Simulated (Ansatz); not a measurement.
# Convergence of a linear-scaling basis for random rock-salt alloy of CaS and PbS (64 atoms)

Aim: test how closely localised support functions follow the reference on random rock-salt alloy of CaS and PbS (64 atoms), and at what cost. A setting counts as converged where the r.m.s. difference of forces stays under 1 % of the r.m.s. force.

Program: Ansatz 0.2.0. Level of theory: Kohn-Sham DFT, PBE, PAW (set soft_2), plane waves. Results are calculated unless marked as measured.

Report form: the programs' logs are mostly left out.

### Step 1. The starting structure

The cell holds 64 atoms: 28 Pb, 32 S and 4 Ca. Cell: a = 11.810 Å, b = 11.810 Å, c = 11.810 Å, α = 90.0°, β = 90.0°, γ = 90.0°. It derives from CaS (rock-salt) and PbS, repeated 2×2×2. Rock-salt CaS, 2 x 2 x 2 conventional cells, 28 of 32 Ca sites given to Pb at random (x = 0.875), lattice by Vegard's rule (a = 5.905 Å); not relaxed, displaced by a Gaussian of 0.02 Å.

Limits known from the start: The host structure and its lattice constant were typed by rule, without a check against the phase diagram. Sampling is at Γ alone, for a cell whose shortest periodic width is 12 Å. Spin–orbit coupling is left out, which matters for the levels of the heavy elements.

### Step 2. Plane-wave single point

The first run fixes the reference, at a cutoff of 420 eV.

input.yaml reads:

```yaml
crystal:
  lattice:
    - [11.8104, 0.0, 0.0]
    - [0.0, 11.8104, 0.0]
    - [0.0, 0.0, 11.8104]
  atoms:
    - { symbol: Pb, position: [0.00094, 0.00446, 0.00047] }
    - { symbol: S, position: [0.25056, 0.00281, 0.99927] }
    - { symbol: Pb, position: [0.99971, 0.2512, 0.24905] }
    - { symbol: S, position: [0.25225, 0.24835, 0.24748] }
    - { symbol: Pb, position: [0.24919, 0.99901, 0.25236] }
    - { symbol: S, position: [0.99996, 0.99994, 0.24788] }
    - { symbol: Pb, position: [0.24809, 0.24859, 0.00026] }
    - { symbol: S, position: [0.00118, 0.24891, 0.00081] }
[... 52 atom lines left out ...]
    - { symbol: Pb, position: [0.75246, 0.49989, 0.74784] }
    - { symbol: S, position: [0.50092, 0.50059, 0.74793] }
    - { symbol: Pb, position: [0.74896, 0.7522, 0.49997] }
    - { symbol: S, position: [0.50122, 0.74738, 0.50004] }
kpoints:
  mp_grid: { grid: [1, 1, 1] }
hamiltonian:
  xc: pbe
scf:
  occupations: { method: fermi_dirac, width: 0.05 }
output:
  forces: true
  stress: true
  populations: intrinsic
  dos:
    method: { smearing: { sigma: 0.1 } }
    de: 0.1
    projected: { site_lists: { Ca: [Ca], Pb: [Pb], S: [S] } }
  eigenvalues: true
  write_density: true
  write_potential: true
  volumetric_format: npy
  elf: true
```

Run with:

```console
ansatz run input.yaml --threads 4 --pin off --max-ram 8192MiB --backend cpu --events-out ev --progress --plain --runs-dir out
```

Wall time 26 s (4 threads of Arm Neoverse V2, shared host); peak memory 2 GiB.

The run gave:

```yaml
free_energy: -369546.3850 eV
free_energy_per_atom: -5774.1623 eV/atom
scf_cycles: 10
pressure: 4.386 GPa
r_m_s_force_component: 0.1686 eV/Å
longest_force: 0.7305 eV/Å
fermi_energy: 8.615 eV
spacing_of_highest_filled_and_lowest_empty_level: 0.4352 eV
```

The r.m.s. force component of 0.17 eV/Å sets the scale for the differences below.

### Step 3. Support functions low

The cell is solved in localised support functions.

This step: Kohn-Sham DFT, PBE, PAW (set soft_2), localised support functions (low) (Ansatz 0.2.0).

input.yaml, the sections that differ from step 2:

```yaml
scf:
  occupations: { method: fermi_dirac, width: 0.05 }
  eigensolver: { kind: { support_functions: { accuracy: low } } }
  max_iter: 150
output:
  forces: true
  eigenvalues: true
# crystal, kpoints, hamiltonian: as in step 2
```

It took 77 s on 4 threads; peak memory 3.3 GiB.

The program notes that the band table was not solved further than the SCF left it and it switched symmetry off.

Keys that differ from the reference: support_functions.accuracy = "low" and scf.max_iter = 150.

Forces differ from the reference by 0.46 meV/Å r.m.s., 0.27 % of their size, well within a tolerance of 1 %; the energy by -0.52 meV/atom. It took 77 s and 10 cycles; the reference's time can't be set against it, since the two runs asked for unlike analyses.

### Step 4. Support functions medium

With localised support functions most steps grow linearly with size, though the diagonalisation grows faster unless the density matrix is cut; this run measures error and cost at this size.

This step: Kohn-Sham DFT, PBE, PAW (set soft_2), localised support functions (medium) (Ansatz 0.2.0).

input.yaml, the sections that differ from step 3:

```yaml
scf:
  occupations: { method: fermi_dirac, width: 0.05 }
  eigensolver: { kind: { support_functions: { accuracy: medium } } }
  max_iter: 150
# crystal, kpoints, hamiltonian, output: as in step 3
```

Run time: 84 s. Hardware: 4 threads; peak memory 3.3 GiB.

Keys that differ from the reference: support_functions.accuracy = "medium" and scf.max_iter = 150.

Forces differ from the reference by 0.41 meV/Å r.m.s., 0.25 % of their size, well within a tolerance of 1 %; the energy by -0.52 meV/atom. It took 84 s and 11 cycles; the reference's time can't be set against it, since the two runs asked for unlike analyses.

### Step 5. Support functions medium, radius 3.53 Å

The radius confines each support function; a larger one gives more freedom and more work per atom.

input.yaml, the sections that differ from step 4:

```yaml
scf:
  occupations: { method: fermi_dirac, width: 0.05 }
  eigensolver: { kind: { support_functions: { accuracy: medium, radius: 3.53 } } }
  max_iter: 150
# crystal, kpoints, hamiltonian, output: as in step 4
```

Wall time 1.6 s (4 threads); peak memory 0.33 GiB.

The program refuses radii under 4.20 Å for these atoms at this level.

### Step 6. Another try, on a changed input

The input is spoilt on purpose; the run shows how that looks.

This step: Kohn-Sham DFT, PBE, PAW (set soft_2), plane waves (Ansatz 0.2.0).

input.yaml, the sections that differ from step 5:

```yaml
scf:
  occupations: { method: fermi_dirac, width: 0.05 }
  max_iter: 100
output:
  forces: true
magnetization:
  spin_polarized: 2.5
# crystal, kpoints, hamiltonian: as in step 5
```

Elapsed: 0.01 s, on 4 threads; peak memory 0.12 GiB; 0.01 s of CPU time.

The input was rejected at the start.

The program's message: “Error: YAML parse error: error: line 81 column 19: invalid boolean (strict mode expects true/false)”

The fault in the input: a value that the key doesn't take (magnetization.spin_polarized = 2.5). The fix is to take out magnetization.spin_polarized.

Runs without a result: support functions medium, radius 3.53 Å (error).

### Step 7. All settings compared

Each row is set against the plane-wave reference (Kohn-Sham DFT, PBE, PAW (set soft_2), plane waves; r.m.s. force component 0.169 eV/Å). Energies are set beside the reference only for runs with its functional, potentials and electron count. Times are for 4 threads of Arm Neoverse V2, shared host. The reference's time includes the DOS, ELF, the stress and grids, which some other runs skip.

| run | Δ force, r.m.s. (meV/Å) | share of r.m.s. force (%) | Δ energy (meV/atom) | Δ gap (eV) | cycles | time | host memory (GiB) |
| --- | --- | --- | --- | --- | --- | --- | --- |
| reference | - | - | - | - | 10 | 26 s | 2 |
| support functions low | 0.461 | 0.273 | -0.522 | 0 | 10 | 77 s | 3.3 |
| support functions medium | 0.413 | 0.245 | -0.522 | -1.0e-4 | 11 | 84 s | 3.3 |

### Step 8. What the reference run shows

With the settings judged, the reference run is read for its physics.

Length of the force by element:

| element | coordination | atoms | mean length of the force (eV/Å) | spread | least | most |
| --- | --- | --- | --- | --- | --- | --- |
| Ca | all | 4 | 0.166 | 0.0397 | 0.11 | 0.222 |
| Pb | all | 28 | 0.148 | 0.0488 | 0.0428 | 0.269 |
| S | all | 32 | 0.340 | 0.173 | 0.0264 | 0.731 |

Intrinsic-atomic-orbital charges by element:

| element | coordination | atoms | mean charge (e) | spread | least | most |
| --- | --- | --- | --- | --- | --- | --- |
| Ca | all | 4 | 1.55 | 0.0048 | 1.54 | 1.56 |
| Pb | all | 28 | 0.539 | 0.0205 | 0.489 | 0.563 |
| S | all | 32 | -0.666 | 0.0976 | -0.956 | -0.549 |

Charge against the make-up of the first shell:

| Ca neighbours of S | atoms | mean charge (e) |
| --- | --- | --- |
| 0 | 13 | -0.567 |
| 1 | 15 | -0.7 |
| 2 | 3 | -0.825 |
| 3 | 1 | -0.956 |

Density of states as counts of states in windows of 1 eV (from the Fermi level), total and the larger projections:

| from (eV) | to (eV) | total | S p | Pb p | Pb s | S s |
| --- | --- | --- | --- | --- | --- | --- |
| -14 | -13 | 12.8 | 0.1 | 1.5 | 2.3 | 8.5 |
| -13 | -12 | 49.1 | 0.2 | 6.8 | 1.8 | 39.0 |
| -12 | -11 | 2.1 | 0.0 | 0.1 | 0.0 | 1.9 |
| -11 | -10 | 0.0 | 0.0 | 0.0 | 0.0 | 0.0 |
| -10 | -9 | 6.2 | 1.7 | 0.0 | 4.4 | 0.1 |
| -9 | -8 | 30.7 | 5.7 | 0.0 | 22.9 | 1.9 |
| -8 | -7 | 17.2 | 1.8 | 0.1 | 12.4 | 2.8 |
| -7 | -6 | 2.0 | 0.1 | 0.0 | 1.3 | 0.6 |
| -6 | -5 | 6.0 | 3.2 | 2.7 | 0.0 | 0.0 |
| -5 | -4 | 29.8 | 18.3 | 11.1 | 0.0 | 0.0 |
| -4 | -3 | 48.5 | 35.4 | 11.0 | 0.4 | 0.4 |
| -3 | -2 | 54.9 | 49.1 | 3.8 | 0.5 | 0.1 |
| -2 | -1 | 37.1 | 28.0 | 2.3 | 5.5 | 0.2 |
| -1 | 0 | 15.7 | 10.3 | 0.9 | 3.9 | 0.1 |
| 0 | 1 | 8.1 | 0.3 | 5.8 | 0.0 | 1.7 |
| 1 | 2 | 43.5 | 3.7 | 34.3 | 0.0 | 3.6 |
| 2 | 3 | 38.1 | 3.6 | 22.8 | 0.0 | 1.1 |

Between -26 and -14 eV lie 304 more states.

The levels nearest the highest filled one (over half full), pooled over k-points and spins:

| level less the highest filled one (eV) | occupation |
| --- | --- |
| -0.704 | 2 |
| -0.689 | 2 |
| -0.303 | 2 |
| -0.160 | 2.00 |
| -0.153 | 2.00 |
| 0 | 1.97 |
| 0.435 | 0.021 |
| 0.492 | 0.007 |
| 0.507 | 0.005 |
| 0.579 | 0.001 |
| 1.37 | 0 |
| 1.39 | 0 |

ELF in the ac plane at fractional y = 0.000, with atoms of Pb and S and Ca within 0.2 Å of it. It is the smooth field of the valence electrons, not physical close to the nuclei.

Ten even steps from '0' (0.01) to '9' (0.86), each cell a mean:
```
024328974698324201342598459952441
443216999996213444431389999731244
221002566652001222210124444200122
765310012100035677631023332201467
899720489850279999983244334423899
169832899992389713894242002424983
489831899982289835984243113424895
998620368730268999973134444313799
443100112110013455420012222100234
332114788873112233210146776520123
344227999997224433431499889951343
014338941598334100342598217962430
024338963798234201342599548952441
444226999996123444431379999841244
221002345431001222210023444210122
765201233321025677641023333201367
899623432343259989983244334423899
169723400043279713894242002424993
379723420243269835984243113424895
998512444442148999973134444312799
543101223221013454420012222100244
332103577763102233210156776410123
344227998997224433432499889941343
014338951498334100342597228952430
```
Columns run along a (11.8 Å), rows up along c (11.8 Å). Atoms in or near the plane, at fractional coordinates: Pb at (0.00, 0.00), S at (0.25, 0.00), Pb at (0.25, 0.25), S at (0.00, 0.25), Pb at (0.00, 0.50), S at (0.25, 0.50), Ca at (0.25, 0.75), S at (0.00, 0.75), Pb at (0.50, 0.00), S at (0.75, 0.00), Pb at (0.75, 0.25), S at (0.50, 0.25), Pb at (0.50, 0.50), S at (0.75, 0.50) and more.

Valence density in the ac plane at fractional y = 0.000, with atoms of Pb and S and Ca within 0.2 Å of it. It is the smooth field of the valence electrons, not physical close to the nuclei.

Ten steps, logarithmic in the rise over the least value, from '0' (0.05 × 1e0 e/Å³) to '9' (8.52 × 1e0 e/Å³), each cell a mean:
```
985323554553235799742245555422468
653112344432113566421134444211245
221000122210001222100012222100012
322000012100001233210012332100123
553211367641123555431246776321345
354312689862134534542358998522454
454312588862134545542257997422355
443100256530013454421134664211234
221000011100001222110012222100012
332001233320001233210012332100123
764212455542124677531134555321357
986323553553236899742245445422479
986323554553235899742245555422468
653112345432113566421124444211245
221000122210001222100012222100012
321001234321001233210012332100123
553212577752123555431246776311345
354324799973234534542258998522454
454323689863234545542257997422355
543111356531113454421134664211234
221000122210001222210012222100112
332001233321001333210012332100123
764212455542124677531234554311357
986323553553236899752245445422479
```
Columns run along a (11.8 Å), rows up along c (11.8 Å). Atoms in or near the plane, at fractional coordinates: Pb at (0.00, 0.00), S at (0.25, 0.00), Pb at (0.25, 0.25), S at (0.00, 0.25), Pb at (0.00, 0.50), S at (0.25, 0.50), Ca at (0.25, 0.75), S at (0.00, 0.75), Pb at (0.50, 0.00), S at (0.75, 0.00), Pb at (0.75, 0.25), S at (0.50, 0.25), Pb at (0.50, 0.50), S at (0.75, 0.50) and more.

Mean intrinsic-atomic-orbital charges: Ca +1.55, Pb +0.54, S -0.67 e. The charge on S changes by -0.130 e for each Ca neighbour that takes the place of another kind, on average. The largest share in the top eV of filled states is S p (68 % of the projected weight), and in the lowest eV of empty states Pb p (73 % of the projected weight).

### Step 9. Local order

These statistics describe the geometry on which the runs were made.

Density 7.04 g/cm³, 25.74 Å³ an atom.

Pair distribution functions g(r), in bins of 0.2 Å:

| r (Å) | total | S-S | S-Pb | S-Ca | Pb-Pb | Pb-Ca | Ca-Ca |
| --- | --- | --- | --- | --- | --- | --- | --- |
| 2.80 | 0.23 | 0.00 | 0.53 | 0.00 | 0.00 | 0.00 | 0.00 |
| 3.00 | 6.83 | 0.00 | 13.56 | 14.01 | 0.00 | 0.00 | 0.00 |
| 3.20 | 0.00 | 0.00 | 0.00 | 0.00 | 0.00 | 0.00 | 0.00 |
| 3.40 | 0.00 | 0.00 | 0.00 | 0.00 | 0.00 | 0.00 | 0.00 |
| 3.60 | 0.00 | 0.00 | 0.00 | 0.00 | 0.00 | 0.00 | 0.00 |
| 3.80 | 0.00 | 0.00 | 0.00 | 0.00 | 0.00 | 0.00 | 0.00 |
| 4.00 | 0.04 | 0.08 | 0.00 | 0.00 | 0.10 | 0.00 | 0.00 |
| 4.20 | 7.01 | 14.04 | 0.00 | 0.00 | 14.02 | 14.07 | 13.99 |
| 4.40 | 0.00 | 0.00 | 0.00 | 0.00 | 0.00 | 0.00 | 0.00 |
| 4.60 | 0.00 | 0.00 | 0.00 | 0.00 | 0.00 | 0.00 | 0.00 |
| 4.80 | 0.00 | 0.00 | 0.00 | 0.00 | 0.00 | 0.00 | 0.00 |
| 5.00 | 1.09 | 0.00 | 2.25 | 1.79 | 0.00 | 0.00 | 0.00 |
| 5.20 | 2.04 | 0.00 | 4.03 | 4.49 | 0.00 | 0.00 | 0.00 |
| 5.40 | 0.00 | 0.00 | 0.00 | 0.00 | 0.00 | 0.00 | 0.00 |
| 5.60 | 0.00 | 0.00 | 0.00 | 0.00 | 0.00 | 0.00 | 0.00 |
| 5.80 | 0.74 | 1.49 | 0.00 | 0.00 | 1.46 | 1.70 | 0.00 |
| 6.00 | 1.02 | 2.04 | 0.00 | 0.00 | 2.00 | 2.33 | 0.00 |
| 6.20 | 0.00 | 0.00 | 0.00 | 0.00 | 0.00 | 0.00 | 0.00 |
| 6.40 | 0.00 | 0.00 | 0.00 | 0.00 | 0.00 | 0.00 | 0.00 |
| 6.60 | 5.64 | 0.00 | 11.25 | 11.25 | 0.00 | 0.00 | 0.00 |
| 6.80 | 0.00 | 0.00 | 0.00 | 0.00 | 0.00 | 0.00 | 0.00 |
| 7.00 | 0.00 | 0.00 | 0.00 | 0.00 | 0.00 | 0.00 | 0.00 |
| 7.20 | 4.63 | 9.24 | 0.00 | 0.00 | 9.29 | 9.51 | 6.33 |
| 7.40 | 0.07 | 0.14 | 0.00 | 0.00 | 0.06 | 0.33 | 0.00 |
| 7.60 | 0.00 | 0.00 | 0.00 | 0.00 | 0.00 | 0.00 | 0.00 |
| 7.80 | 0.00 | 0.00 | 0.00 | 0.00 | 0.00 | 0.00 | 0.00 |

Bonds by pair of elements; cutoffs follow the first minimum of g(r), held within bounds set by covalent radii, and pairs that aren't listed don't count as bonded:

| pair A-B | cutoff (Å) | bonds | mean length (Å) | spread (Å) | shortest (Å) | B about A | A about B |
| --- | --- | --- | --- | --- | --- | --- | --- |
| S-Pb | 3.38 | 168 | 2.95 | 0.029 | 2.89 | 5.25 | 6 |
| S-Ca | 3.38 | 24 | 2.96 | 0.023 | 2.91 | 0.75 | 6 |

How many atoms have how many bonded neighbours:

| element | mean | 6 |
| --- | --- | --- |
| Ca | 6 | 4 |
| Pb | 6 | 28 |
| S | 6 | 32 |

For some of the pairs, g(r) has its first main peak near 4.18 Å (S-S), 2.95 Å (S-Pb), 2.96 Å (S-Ca), 4.17 Å (Pb-Pb) and 4.18 Å (Pb-Ca). By these cutoffs all Ca atoms have 6, all Pb atoms have 6 and all S atoms have 6 bonded neighbours.

A closer look about Ca59, one of the 4 Ca atoms: 10 atoms, nearest first, numbered in the order of the input, with positions taken from that point.

| atom | x | y | z | distance (Å) | bonds | intrinsic-atomic-orbital charge (e) | Fx | Fy | Fz (eV/Å) |
| --- | --- | --- | --- | --- | --- | --- | --- | --- | --- |
| Ca59 | 0.00 | 0.00 | 0.00 | 0.00 | 6 | 1.54 | -0.024 | -0.059 | 0.089 |
| S60 | 2.94 | -0.02 | -0.01 | 2.94 | 6 | -0.71 | -0.386 | 0.031 | 0.099 |
| S62 | -0.02 | -2.94 | -0.02 | 2.94 | 6 | -0.70 | -0.041 | 0.281 | -0.004 |
| S64 | -0.01 | -0.03 | -2.95 | 2.95 | 6 | -0.82 | -0.485 | 0.208 | 0.463 |
| S46 | -0.02 | 2.96 | -0.02 | 2.96 | 6 | -0.82 | -0.395 | -0.331 | -0.068 |
| S56 | -0.04 | 0.01 | 2.98 | 2.98 | 6 | -0.70 | 0.058 | 0.041 | -0.336 |
| S28 | -3.02 | 0.01 | 0.00 | 3.02 | 6 | -0.96 | 0.524 | 0.348 | -0.370 |
| Pb63 | 2.91 | 0.03 | -2.95 | 4.15 | 6 | 0.49 | 0.200 | -0.082 | 0.048 |
| Pb45 | 2.90 | 2.96 | 0.01 | 4.15 | 6 | 0.52 | 0.174 | -0.052 | 0.046 |
| Pb57 | -0.03 | -2.94 | -2.94 | 4.16 | 6 | 0.55 | -0.047 | -0.070 | -0.086 |

The column of bonds counts only the pairs S-Pb within 3.38 Å, S-Ca within 3.38 Å; other neighbours, such as metal atoms beside each other in a compound, aren't counted, and periodic images can show an atom twice.

### Step 10. What came out

```json
{
 "free energy per atom": "-5774.1623 eV/atom",
 "density": "7.044 g/cm³",
 "pressure": "4.386 GPa",
 "r.m.s. force component": "0.1686 eV/Å",
 "gap (highest filled to lowest empty level)": "0.4352 eV",
 "wall time of the 3 DFT runs": "3.1 min"
}
```

In words: Against plane waves at 420 eV, the forces differ by 0.41 meV/Å (0.25 %) with support functions medium. At 64 atoms the fastest of the runs at a preset level, support functions low, takes roughly 3.0 times the time of plane waves (whose run also made extra analyses, so the like-for-like ratio is larger), in 10 SCF cycles against 10. Differences between support functions and plane waves include what basis error the plane-wave run still has.

The highest filled and lowest empty levels differ by 0.435 eV at Γ alone; the mesh holds the band edges only if they fold onto it, so the gap at this level can be narrower or closed. With the cutoffs above, all Ca atoms have 6, all Pb atoms have 6 and all S atoms have 6 bonded neighbours.

**Limits.** The geometry was built by rule, was displaced at random and isn't relaxed at this level: its force components are 0.17 eV/Å r.m.s. The pressure of 4.4 GPa shows the cell to be compressed for this functional.

[Logs are printed without paths, hosts, clocks, repeated set-up lines and the standing remarks that a program may print on its own settings, such as how far it seeks lower states.]

[Hosts, paths, dates, database ids (printed as entryN), source tags and the programs' standing remarks are cut or masked in the printed files.]
